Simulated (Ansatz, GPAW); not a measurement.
# Optical response of SrPd2N2 (model structure), part 3 of 3

Aim: the dielectric function of SrPd2N2 (model structure), and the optical constants that follow from it. The cell was made here by substitution or stacking, whether or not such a phase is known. It was built so: All P replaced by N in the I4/mmm structure of SrP2Pd2. The cell is first relaxed with Ansatz.

GPAW 26.7.0; DFT, PBE, plane-wave PAW (GPAW data sets), scalar-relativistic, RPA, optical limit.

So far. Step 3 (Ground state): There are states at the Fermi level within the smearing, so the occupations stay smeared and the carriers get a Drude term.

## 5. Dielectric function, RPA

Local fields let the induced charge screen the field inside the cell, which as a rule lowers ε, most along directions where the density is uneven.

This step: DFT, PBE, plane-wave PAW (GPAW data sets), scalar-relativistic, RPA, optical limit (GPAW 26.7.0).

df.py reads:

```python
from gpaw.response.df import DielectricFunction

df = DielectricFunction('full.gpw', frequencies={'type': 'nonlinear', 'domega0': 0.03, 'omega2': 8},
                        ecut=50,
                        eta=0.1,
                        nbands=55,
                        rate=0.05,
                        txt='df.txt')
for direction in ['x', 'z']:
    df.get_dielectric_function(xc='RPA', direction=direction, filename=f'df_{direction}.csv')
```

Started as:

```
OMP_NUM_THREADS=1 python df.py
```

Numbers of over 12 decimals in the logs are rounded to 6 here.

What it wrote:

```text
Using integrator: PointIntegrator
NonLinearFrequencyDescriptor(from 0.000 to 73.623 eV, 511 points)
Nonperiodic BCs:  [False False False]
Using integrator: PointIntegrator
NonLinearFrequencyDescriptor(from 0.000 to 73.623 eV, 511 points)
Nonperiodic BCs:  [False False False]
Using integrator: PointIntegrator

Calculating chi0 body with:
    Ground state adapter containing:
    Number of spins: 1
    Number of kpoints: 1728
    Number of irreducible kpoints: 163
    Number of completely occupied states: 24
    Number of partially occupied states: 28

    Linear response parametrization:
    q_c: [0.0, 0.0, 0.0]
    Number of frequency points: 511
    Planewave cutoff: 50.0
    Number of bands: 55
    Number of planewaves: 63
    Broadening (eta): 0.1

Integrating chi0 body.

Symmetries of q_c:
    Direct symmetries (Uq -> q): 16
    Indirect symmetries (TUq -> q): 0
In total 16 allowed symmetries.

163 groups of equivalent kpoints. 90.567130% reduction.

Integral kind: spectral function

Calculating chi0 optical extensions with:
    Ground state adapter containing:
    Number of spins: 1
    Number of kpoints: 1728
    Number of irreducible kpoints: 163
    Number of completely occupied states: 24
    Number of partially occupied states: 28

    Linear response parametrization:
    Number of frequency points: 511
    Planewave cutoff: 50.0
    Number of bands: 55
    Number of planewaves: 63
    Broadening (eta): 0.1
Integrating chi0 head and wings.

Symmetries of q_c:
    Direct symmetries (Uq -> q): 16
    Indirect symmetries (TUq -> q): 0
In total 16 allowed symmetries.

163 groups of equivalent kpoints. 90.567130% reduction.

Integral kind: spectral function wings

Calculating drude chi0 with:
    Number of frequency points:511
    Plasma frequency decay rate: 0.05 eV

    Ground state adapter containing:
    Number of spins: 1
    Number of kpoints: 1728
    Number of irreducible kpoints: 163
    Number of completely occupied states: 24
    Number of partially occupied states: 28

Symmetries of q_c:
    Direct symmetries (Uq -> q): 16
    Indirect symmetries (TUq -> q): 0
In total 16 allowed symmetries.

163 groups of equivalent kpoints. 90.567130% reduction.

Integral kind: intraband
Plasma frequency:
[[3.34-0.j 0.  +0.j 0.  -0.j]
 [0.  +0.j 3.34-0.j 0.  -0.j]
 [0.  -0.j 0.  -0.j 3.29+0.j]]
```

Wall time 2.6 min (1 thread of Intel Xeon 6975P-C (Granite Rapids), shared host); peak memory 0.39 GiB.

Some rows of df_x.csv (energy; Re and Im without local fields; Re and Im with them):

```text
0.000000, 4597.856563, -0.000000, 4596.947668, -0.000000
0.555532, -29.158588, 51.982715, -29.860121, 51.513912
1.143969, -8.838694, 18.377157, -9.326421, 17.819023
1.768324, -1.365987, 9.935971, -1.715843, 9.389091
2.431988, -1.830850, 13.559727, -1.581958, 13.063959
3.138794, -4.084738, 5.273944, -4.132799, 5.175786
3.893091, -1.214838, 4.021067, -1.250143, 3.885048
4.699832, -0.535694, 2.474108, -0.653485, 2.402519
5.564682, 0.493047, 2.279890, 0.392513, 2.116274
6.494155, 0.541800, 2.190995, 0.490152, 2.134897
7.495775, 0.712096, 1.914939, 0.598454, 1.851141
8.578281, 0.875285, 1.258819, 0.662614, 1.174505
9.751884, 1.427739, 1.408555, 1.161717, 1.298619
11.028587, 1.733262, 2.420643, 1.475688, 1.641766
12.422601, -0.040651, 2.340271, 0.848410, 2.429546
13.950874, 0.393005, 1.440982, 0.505236, 1.544369
15.633783, 0.647672, 0.880903, 0.547765, 0.921384
17.496047, 0.932357, 0.989698, 0.719398, 0.958496
19.567954, 1.235717, 1.231040, 0.801928, 0.861048
```

The Im ε has structure finer than the step of the table below, so its rows give means over 0.5 eV, whole bins alone (the curve runs from 0.305 to 21.5 eV). Peaks (eV: height): E ∥ x 2.43: 13.1; E ∥ z 1.63: 20.4.

Sum at mesh points, not converged in k. Im ε against photon energy; means over each step:

```
photon energy (eV)  E ∥ x  E ∥ z
               1.0   21.7   17.8
               1.5   11.9   18.4
               2.0   10.3   15.0
               2.5   11.8   12.1
               3.0   6.68   9.98
               3.5   3.85   7.45
               4.0   3.61   7.03
               4.5   2.64   5.01
               5.0   2.28   3.46
               5.5   2.09   2.44
               6.0   2.13   2.21
               6.5   2.08   2.77
               7.0   1.86   3.55
               7.5   1.78   2.96
               8.0   1.47   2.68
               8.5   1.23   2.06
               9.0   1.12   1.84
               9.5   1.22   1.47
              10.0   1.27   1.16
              10.5   1.27   1.33
              11.0   1.54   1.20
              11.5   1.64   1.09
              12.0   2.10   1.00
              12.5   2.43  0.951
              13.0   1.97  0.947
              13.5   1.57  0.800
              14.0   1.52  0.843
              14.5   1.21   1.00
              15.0  0.987   1.10
              15.5  0.912  0.983
              16.0  0.915   1.04
              16.5  0.809   1.02
              17.0  0.834  0.864
              17.5  0.922  0.996
              18.0  0.852   1.12
              18.5  0.892   1.16
              19.0  0.864  0.890
              19.5  0.865  0.924
              20.0  0.899  0.987
              20.5  0.876   1.06
              21.0  0.932   1.08
```

Values under 1 per cm are given as 1; sum at mesh points, not converged in k. The absorption coefficient by photon energy:

```
photon energy (eV)  E ∥ x (1/cm)  E ∥ z (1/cm)
             0.492         3.6e5         2.7e5
             1.010         4.3e5         2.7e5
             1.486         4.4e5         3.8e5
             1.985         4.4e5         5.7e5
             2.508         7.2e5         6.4e5
             3.018         7.7e5         7.4e5
             3.510         6.5e5         7.8e5
             3.980         6.7e5         8.7e5
             4.516         6.3e5         9.9e5
             4.981         5.9e5         8.4e5
             5.515         5.2e5         7.2e5
             6.021         6.0e5         6.5e5
             6.494         6.1e5         6.1e5
             6.985         6.3e5         9.8e5
             7.496         6.2e5         9.5e5
             8.026         6.0e5         1.1e6
             8.516         5.3e5         9.9e5
             9.023         4.7e5         9.4e5
             9.483         4.8e5         9.4e5
            10.026         5.2e5         7.5e5
            10.519         5.3e5         7.9e5
            11.029         6.8e5         7.8e5
            11.479         7.3e5         7.3e5
            12.023         9.0e5         7.1e5
            12.504         1.2e6         6.7e5
            13.000         1.2e6         7.0e5
            13.512         1.1e6         5.9e5
            14.040         1.1e6         5.9e5
            14.493         1.1e6         6.9e5
            14.960         9.1e5         8.5e5
            15.536         8.0e5         7.6e5
            16.031         8.3e5         8.3e5
            16.541         7.4e5         8.8e5
            16.959         7.5e5         7.5e5
            17.496         8.7e5         8.5e5
            18.049         7.9e5         9.7e5
            18.504         8.7e5         1.1e6
            18.969         8.6e5         8.9e5
            19.447         8.5e5         9.1e5
            20.061         9.3e5         9.9e5
            20.438         9.1e5         1.1e6
            20.953         9.8e5         1.1e6
```

Sum at mesh points, not converged in k. The Im ε, E ∥ x by photon energy; read off at these points:

```
photon energy (eV)  without local fields  with local fields
              0.50                  57.6               57.1
              1.00                  21.3               20.9
              1.50                  12.1               11.7
              2.00                  10.8               10.2
              2.43                  13.6               13.1
              2.50                  13.0               12.6
              3.00                  6.43               6.36
              3.50                  3.90               3.76
              4.00                  3.91               3.81
              4.50                  2.69               2.62
              5.00                  2.47               2.36
              5.50                  2.22               2.07
              6.00                  2.20               2.12
              6.50                  2.19               2.13
              7.00                  1.89               1.86
              7.50                  1.92               1.85
              8.00                  1.46               1.45
              8.50                  1.30               1.22
              9.00                  1.24               1.14
              9.50                  1.33               1.20
             10.00                  1.37               1.25
             10.50                  1.51               1.25
             11.00                  2.40               1.62
             11.50                  2.67               1.74
             12.00                  3.14               2.14
             12.10                  3.33               2.40
             12.50                  2.27               2.44
             13.00                  1.65               1.98
             13.50                  1.37               1.59
             14.00                  1.45               1.59
             14.50                  1.01               1.16
             15.00                 0.909              0.976
             15.50                 0.867              0.900
             16.00                 0.885              0.919
             16.50                 0.775              0.797
             17.00                 0.842              0.840
             17.50                 0.989              0.958
             18.00                 0.919              0.830
             18.50                 0.927              0.902
             19.00                 0.973              0.865
             19.50                  1.16              0.847
             20.00                  1.26              0.897
             20.50                  1.29              0.867
             21.00                  1.42              0.931
```

The reflectivity at normal incidence has structure finer than the step of the table below, so its rows give means over 0.5 eV, whole bins alone (the curve runs from 0.305 to 21.5 eV). Peaks (eV: height): E ∥ x 2.94: 57.2, 12.67: 17.4; E ∥ z 1.88: 53.0, 4.56: 51.5, 8.15: 30.0.

Sum at mesh points, not converged in k. The reflectivity at normal incidence by photon energy; means over each step:

```
photon energy (eV)  E ∥ x (%)  E ∥ z (%)
               1.0       67.7       49.5
               1.5       54.9       48.8
               2.0       42.7       49.6
               2.5       50.3       45.8
               3.0       55.5       46.6
               3.5       45.6       43.0
               4.0       37.6       42.2
               4.5       33.2       48.1
               5.0       25.2       39.8
               5.5       17.7       32.3
               6.0       17.8       20.5
               6.5       15.6       16.4
               7.0       15.5       26.3
               7.5       13.4       25.3
               8.0       12.6       27.6
               8.5       8.52       26.9
               9.0       5.89       23.6
               9.5       5.93       23.7
              10.0       6.21       16.8
              10.5       5.99       12.6
              11.0       7.73       13.7
              11.5       8.38       11.0
              12.0       11.2       9.61
              12.5       16.2       7.50
              13.0       16.5       7.31
              13.5       14.6       5.03
              14.0       13.4       4.09
              14.5       14.3       5.00
              15.0       10.4       6.44
              15.5       7.54       5.39
              16.0       7.15       5.81
              16.5       5.61       6.28
              17.0       4.70       4.55
              17.5       5.49       4.96
              18.0       4.87       6.01
              18.5       5.14       7.99
              19.0       4.89       5.77
              19.5       4.69       5.02
              20.0       5.08       5.35
              20.5       4.84       6.05
              21.0       5.16       6.67
```

The loss function −Im 1/ε at q → 0 has structure finer than the step of the table below, so its rows give means over 0.5 eV, whole bins alone (the curve runs from 0.305 to 21.5 eV). Peaks (eV: height): E ∥ x 8.15: 0.678, 15.05: 0.920; E ∥ z 6.18: 0.468, 10.10: 0.924, 12.10: 0.886, 16.75: 0.704, 18.85: 0.794.

Sum at mesh points, not converged in k. Table of loss function −Im 1/ε at q → 0 by energy loss; means over each step:

```
energy loss (eV)   E ∥ x   E ∥ z
             1.0  0.0357  0.0537
             1.5  0.0740  0.0505
             2.0  0.0968  0.0678
             2.5  0.0790  0.0823
             3.0   0.102  0.0973
             3.5   0.190   0.128
             4.0   0.240   0.135
             4.5   0.335   0.152
             5.0   0.430   0.235
             5.5   0.470   0.361
             6.0   0.465   0.447
             6.5   0.456   0.323
             7.0   0.520   0.282
             7.5   0.515   0.337
             8.0   0.634   0.361
             8.5   0.635   0.462
             9.0   0.526   0.530
             9.5   0.432   0.658
            10.0   0.417   0.855
            10.5   0.374   0.712
            11.0   0.338   0.814
            11.5   0.341   0.839
            12.0   0.298   0.864
            12.5   0.377   0.804
            13.0   0.499   0.798
            13.5   0.617   0.740
            14.0   0.621   0.584
            14.5   0.814   0.543
            15.0   0.907   0.602
            15.5   0.843   0.606
            16.0   0.816   0.593
            16.5   0.791   0.654
            17.0   0.673   0.620
            17.5   0.672   0.540
            18.0   0.674   0.541
            18.5   0.666   0.661
            19.0   0.666   0.722
            19.5   0.641   0.622
            20.0   0.653   0.599
            20.5   0.649   0.599
            21.0   0.630   0.639
```

At chosen wavelengths:

```
wavelength (nm)   n x    k x  R (%) x  1/α x   n z    k z  R (%) z  1/α z
           1064  2.30  3.798     63.7  22 nm  3.38  2.715     49.1  31 nm
            800  1.99  2.845     53.3  22 nm  3.65  2.687     49.4  24 nm
            532  2.49  2.471     45.5  17 nm  2.52  2.461     45.4  17 nm
            450  1.70  2.770     54.6  13 nm  2.31  2.524     46.7  14 nm
            405  1.17  2.448     56.2  13 nm  1.98  2.414     46.2  13 nm
            365  0.99  1.964     49.4  15 nm  1.75  2.247     44.5  13 nm
            308  1.12  1.670     38.5  15 nm  1.65  2.165     43.7  11 nm
```

A polished face would reflect 46 % of daylight and look light grey (CIE x = 0.304, y = 0.316 under D65).

## 6. Outcome

What this shows: At this level (PBE, RPA) SrPd2N2 is a metal. The mesh is too coarse to trust the carriers' weight, the reflectivity or the colour to better than tens of per cent. The cell grew by 26.2 % in volume. A polished face would reflect 46 % of daylight and look light grey (CIE x = 0.304, y = 0.316 under D65). The carriers' damping of 0.05 eV is typed, not computed; it shapes the response at the lowest energies. The curves end at 21 eV, about where the summed bands run out. The cell grew by 26 % in the relaxation, which can come from the guessed start or, where layers or molecules are weakly bound, from the missing dispersion term; a larger cell lowers ε. In this version of GPAW the matrix elements of the optical limit are incomplete, which can lower ε − 1 by up to a tenth where first-row anions or d states rule, and shift it by more in d metals. GPAW's carrier term has the form −ωp²/(ω + i·rate)², which damps like twice the rate and fails at low energy, so the curves leave the lowest energies out. The sum runs over mesh points 0.19 Å⁻¹ apart with no interpolation, so peaks are partly noise of the mesh, and the Drude plasma energy, a sum over the Fermi surface, isn't converged.

[Machine, clock and banner lines and Python warnings are left out of the logs.]

[Logs are printed without paths, hosts, clocks, repeated set-up lines and the standing remarks that a program may print on its own settings, such as how far it seeks lower states.]

[Hosts, paths, dates, database ids (printed as entryN), source tags and the programs' standing remarks are cut or masked in the printed files.]
